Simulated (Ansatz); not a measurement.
**Formation energy and levels of the substitutional impurity Cu_Ga in GaN (F-43m)**

Wanted: the transition levels of a substitutional impurity in GaN (F-43m), from a cell of 54 host atoms with 1 Ga taken out and 1 Cu put in.

Program: Ansatz 0.2.0. Level of theory: place-levels on r2SCAN runs: charge-transition levels and formation energies with image-charge correction and potential alignment at the atomic sites; PAW set soft_1. Results are calculated unless marked as measured.

## (1) The structure

The cell holds 54 atoms: 26 Ga, 27 N and 1 Cu. Cell: a = 9.542 Å, b = 9.542 Å, c = 9.542 Å, α = 60.0°, β = 60.0°, γ = 60.0°. It derives from GaN (space group F-43m). Nearest the centre at fractional (0.333, 0.667, 0.667): Cu35 at 0.00 Å, N30 at 1.95 Å, N18 at 1.95 Å, N34 at 1.95 Å, N36 at 1.95 Å, Ga33 at 3.18 Å, Ga17 at 3.18 Å, Ga29 at 3.18 Å.

Coordinates:

```xyz
54
Lattice="0.0000 6.7473 6.7473 6.7473 0.0000 6.7473 6.7473 6.7473 0.0000" Properties=species:S:1:pos:R:3 pbc="T T T"
Ga    0.0000    0.0000    0.0000
N     1.1245    1.1245    1.1245
Ga    2.2491    2.2491    0.0000
N     3.3736    3.3736    1.1245
Ga    4.4982    4.4982    0.0000
N     5.6227    5.6227    1.1245
Ga    2.2491    0.0000    2.2491
N     3.3736    1.1245    3.3736
Ga    4.4982    2.2491    2.2491
N     5.6227    3.3736    3.3736
Ga    6.7473    4.4982    2.2491
N     7.8718    5.6227    3.3736
Ga    4.4982    0.0000    4.4982
N     5.6227    1.1245    5.6227
Ga    6.7473    2.2491    4.4982
N     7.8718    3.3736    5.6227
Ga    8.9964    4.4982    4.4982
N    10.1209    5.6227    5.6227
Ga    0.0000    2.2491    2.2491
N     1.1245    3.3736    3.3736
Ga    2.2491    4.4982    2.2491
N     3.3736    5.6227    3.3736
Ga    4.4982    6.7473    2.2491
N     5.6227    7.8718    3.3736
Ga    2.2491    2.2491    4.4982
N     3.3736    3.3736    5.6227
Ga    4.4982    4.4982    4.4982
N     5.6227    5.6227    5.6227
Ga    6.7473    6.7473    4.4982
N     7.8718    7.8718    5.6227
Ga    4.4982    2.2491    6.7473
N     5.6227    3.3736    7.8718
Ga    6.7473    4.4982    6.7473
N     7.8718    5.6227    7.8718
Cu    8.9964    6.7473    6.7473
N    10.1209    7.8718    7.8718
Ga    0.0000    4.4982    4.4982
N     1.1245    5.6227    5.6227
Ga    2.2491    6.7473    4.4982
N     3.3736    7.8718    5.6227
Ga    4.4982    8.9964    4.4982
N     5.6227   10.1209    5.6227
Ga    2.2491    4.4982    6.7473
N     3.3736    5.6227    7.8718
Ga    4.4982    6.7473    6.7473
N     5.6227    7.8718    7.8718
Ga    6.7473    8.9964    6.7473
N     7.8718   10.1209    7.8718
Ga    4.4982    4.4982    8.9964
N     5.6227    5.6227   10.1209
Ga    6.7473    6.7473    8.9964
N     7.8718    7.8718   10.1209
Ga    8.9964    8.9964    8.9964
N    10.1209   10.1209   10.1209
```

Screening for the image-charge correction: ε∞ = 6.00, ε0 = 10.56, computed on the host (DFPT, PBEsol, on the r2SCAN cell), and a cell off the functional's own equilibrium shifts the ionic part.

The cell's shortest repeat is 9.5 Å.

## (2) What was run first

Levels follow from differences of total energies between charge states, each relaxed by itself.

Each atom starts 0.05 Å or so off its site in a random direction: a symmetric start keeps its symmetry, and would miss off-centre moves and Jahn–Teller distortions. Forces are taken on a 2×2×2 shifted mesh. The cell holds 2 electrons more than the neutral one, with a uniform background that keeps it neutral on the whole.

The sampling was tested on the host first: at the k-points planned (1x1x1 shifted 0.25 0.25 0.25) its energy lies 0.067 eV an atom from the dense-mesh value, so the final energies take a denser sampling.

One state's input; the others differ in charge, spin, start and seed, and in occupations where the table says so.

qm2.relax/input.yaml reads:

```yaml
crystal:
  lattice:
    - [0.0, 6.74729083, 6.74729083]
    - [6.74729083, 0.0, 6.74729083]
    - [6.74729083, 6.74729083, 0.0]
  atoms:
    - { symbol: Ga, position: [0.0, 0.0, 0.0] }
    - { symbol: "N", position: [0.08333333, 0.08333333, 0.08333333] }
    - { symbol: Ga, position: [0.0, 0.0, 0.33333333] }
    - { symbol: "N", position: [0.08333333, 0.08333333, 0.41666667] }
    - { symbol: Ga, position: [0.0, 0.0, 0.66666667] }
    - { symbol: "N", position: [0.08333333, 0.08333333, 0.75] }
    - { symbol: Ga, position: [0.0, 0.33333333, 0.0] }
    - { symbol: "N", position: [0.08333333, 0.41666667, 0.08333333] }
    - { symbol: Ga, position: [0.0, 0.33333333, 0.33333333] }
    - { symbol: "N", position: [0.08333333, 0.41666667, 0.41666667] }
    - { symbol: Ga, position: [0.0, 0.33333333, 0.66666667] }
    - { symbol: "N", position: [0.08333333, 0.41666667, 0.75] }
    - { symbol: Ga, position: [0.0, 0.66666667, 0.0] }
    - { symbol: "N", position: [0.08333333, 0.75, 0.08333333] }
    - { symbol: Ga, position: [0.0, 0.66666667, 0.33333333] }
    - { symbol: "N", position: [0.08333333, 0.75, 0.41666667] }
    - { symbol: Ga, position: [0.0, 0.66666667, 0.66666667] }
    - { symbol: "N", position: [0.08333333, 0.75, 0.75] }
    - { symbol: Ga, position: [0.33333333, 0.0, 0.0] }
    - { symbol: "N", position: [0.41666667, 0.08333333, 0.08333333] }
    - { symbol: Ga, position: [0.33333333, 0.0, 0.33333333] }
    - { symbol: "N", position: [0.41666667, 0.08333333, 0.41666667] }
    - { symbol: Ga, position: [0.33333333, 0.0, 0.66666667] }
    - { symbol: "N", position: [0.41666667, 0.08333333, 0.75] }
    - { symbol: Ga, position: [0.33333333, 0.33333333, 0.0] }
    - { symbol: "N", position: [0.41666667, 0.41666667, 0.08333333] }
    - { symbol: Ga, position: [0.33333333, 0.33333333, 0.33333333] }
    - { symbol: "N", position: [0.41666667, 0.41666667, 0.41666667] }
    - { symbol: Ga, position: [0.33333333, 0.33333333, 0.66666667] }
    - { symbol: "N", position: [0.41666667, 0.41666667, 0.75] }
    - { symbol: Ga, position: [0.33333333, 0.66666667, 0.0] }
    - { symbol: "N", position: [0.41666667, 0.75, 0.08333333] }
    - { symbol: Ga, position: [0.33333333, 0.66666667, 0.33333333] }
    - { symbol: "N", position: [0.41666667, 0.75, 0.41666667] }
    - { symbol: Cu, position: [0.33333333, 0.66666667, 0.66666667] }
    - { symbol: "N", position: [0.41666667, 0.75, 0.75] }
    - { symbol: Ga, position: [0.66666667, 0.0, 0.0] }
    - { symbol: "N", position: [0.75, 0.08333333, 0.08333333] }
    - { symbol: Ga, position: [0.66666667, 0.0, 0.33333333] }
    - { symbol: "N", position: [0.75, 0.08333333, 0.41666667] }
    - { symbol: Ga, position: [0.66666667, 0.0, 0.66666667] }
    - { symbol: "N", position: [0.75, 0.08333333, 0.75] }
    - { symbol: Ga, position: [0.66666667, 0.33333333, 0.0] }
    - { symbol: "N", position: [0.75, 0.41666667, 0.08333333] }
    - { symbol: Ga, position: [0.66666667, 0.33333333, 0.33333333] }
    - { symbol: "N", position: [0.75, 0.41666667, 0.41666667] }
    - { symbol: Ga, position: [0.66666667, 0.33333333, 0.66666667] }
    - { symbol: "N", position: [0.75, 0.41666667, 0.75] }
    - { symbol: Ga, position: [0.66666667, 0.66666667, 0.0] }
    - { symbol: "N", position: [0.75, 0.75, 0.08333333] }
    - { symbol: Ga, position: [0.66666667, 0.66666667, 0.33333333] }
    - { symbol: "N", position: [0.75, 0.75, 0.41666667] }
    - { symbol: Ga, position: [0.66666667, 0.66666667, 0.66666667] }
    - { symbol: "N", position: [0.75, 0.75, 0.75] }
  host:
    repeats: [3, 3, 3]
    atoms:
      - { symbol: Ga, position: [0.0, 0.0, 0.0] }
      - { symbol: "N", position: [0.25, 0.25, 0.25] }
total_charge: -2
basis:
  ecutwfc: 500
  xc_grid: 2
hamiltonian:
  xc: r2scan
  pseudopotentials: { kind: paw, azcp: { folder: soft_1 } }
kpoints:
  mp_grid: { grid: [2, 2, 2], shift: [0.5, 0.5, 0.5] }
scf:
  occupations: { method: fixed }
  max_iter: 60
output:
  forces: true
  charged_corrections:
    epsilon: 6.0
    static_epsilon: 10.56
    defect_position: [0.333333, 0.666667, 0.666667]
relax:
  f_tol: 0.02
  max_steps: 80
  random_displacement: { amplitude: 0.05, seed: 1758 }
checkpoint:
  write: "../qm2.relax.run"
  compress: false
  write_wavefunctions: true
  write_every: 100000
```

Launch:

```
> ansatz run input.yaml --threads 4 --pin off --max-ram 15073MiB --backend cpu --events-out ev --progress --plain --runs-dir out
```

The run of this state that the levels use, under r2SCAN:

qm2.point/input.yaml reads:

```yaml
crystal:
  checkpoint: "../qm2.relax.run"
  host: checkpoint
total_charge: -2
basis:
  ecutwfc: 500
  xc_grid: 2
hamiltonian:
  xc: r2scan
  pseudopotentials: { kind: paw, azcp: { folder: soft_1 } }
kpoints:
  mp_grid: { grid: [2, 2, 2], shift: [0.5, 0.5, 0.5] }
scf:
  occupations: { method: fermi_dirac, width: 0.01 }
  max_iter: 60
output:
  forces: true
  eigenvalues: true
  charged_corrections:
    epsilon: 6.0
    static_epsilon: 10.56
    defect_position: [0.333333, 0.666667, 0.666667]
  eigenstates: { localisation: true }
  populations: true
checkpoint:
  read: "../qm2.relax.run"
  write: "../qm2.point.run"
  compress: false
  write_wavefunctions: false
  write_every: 100000
```

Relaxations under r2SCAN at a 2×2×2 shifted mesh; times on 4 threads of Arm Neoverse V2, shared host:

| charge | moment (μB) | occupations | outcome | steps | largest displacement against the far atoms (Å) | time |
| --- | --- | --- | --- | --- | --- | --- |
| −2 | 0 | fixed | converged | 7 | 0.10 | 7.6 min |
| −1 | 1 | fixed | converged | 11 | 0.07 | 29 min |
| 0 | 0 | fixed | not converged | 2 | - | 7.9 min |
| 0 | 0 | fermi-dirac | converged | 5 | 0.04 | 7.7 min |
| 0 | 2 | fixed | converged | 5 | 0.04 | 14 min |
| +1 | 1 | fixed | converged | 8 | 0.04 | 20 min |
| +1 | 3 | fixed | converged | 5 | 0.02 | 13 min |
| −2 | 2 | fixed | converged | 11 | 0.08 | 30 min |

Single points under r2SCAN at a 2×2×2 shifted mesh; times on 4 threads of Arm Neoverse V2, shared host:

| charge | moment (μB) | occupations | outcome | time |
| --- | --- | --- | --- | --- |
| −2 | 0 | fermi-dirac | converged | 61 s |
| −1 | 1 | fermi-dirac | converged | 2 min |
| 0 | 0 | fermi-dirac | converged | 59 s |
| 0 | 2 | fermi-dirac | converged | 2.3 min |
| +1 | 1 | fermi-dirac | converged | 4.6 min |
| +1 | 3 | fermi-dirac | converged | 2 min |
| −2 | 2 | fermi-dirac | converged | 2.1 min |

Distances (Å) from Cu35 to the nearest atoms after relaxation with r2SCAN:

| charge | moment (μB) | 1. | 2. | 3. | 4. | 5. | 6. |
| --- | --- | --- | --- | --- | --- | --- | --- |
| −2 | 0 | N 2.04 | N 2.05 | N 2.05 | N 2.05 | Ga 3.14 | Ga 3.14 |
| −2 | 2 | N 1.98 | N 2.00 | N 2.02 | N 2.03 | Ga 3.15 | Ga 3.15 |
| −1 | 1 | N 1.97 | N 2.00 | N 2.02 | N 2.03 | Ga 3.15 | Ga 3.15 |
| 0 | 0 | N 1.98 | N 1.98 | N 1.98 | N 1.99 | Ga 3.17 | Ga 3.17 |
| 0 | 2 | N 1.98 | N 1.98 | N 1.98 | N 1.98 | Ga 3.17 | Ga 3.17 |
| +1 | 1 | N 1.95 | N 1.96 | N 1.96 | N 1.97 | Ga 3.18 | Ga 3.18 |
| +1 | 3 | N 1.96 | N 1.96 | N 1.96 | N 1.96 | Ga 3.19 | Ga 3.19 |

(Part 1 of 2 ends here.)

[Logs are printed without paths, hosts, clocks, repeated set-up lines and the standing remarks that a program may print on its own settings, such as how far it seeks lower states.]

[Hosts, paths, dates, database ids (printed as entryN), source tags and the programs' standing remarks are cut or masked in the printed files.]

[Where a table of states has a column of steps, it counts the stored structures, which are thinned; the runs took as many ionic steps or more.]

[A defect's name tells the site on which it was built; relaxed atoms can leave that site.]

[For some hosts the program warned that the k-mesh of the response run may be too coarse for force constants and the static dielectric constant; such warnings are not shown here.]
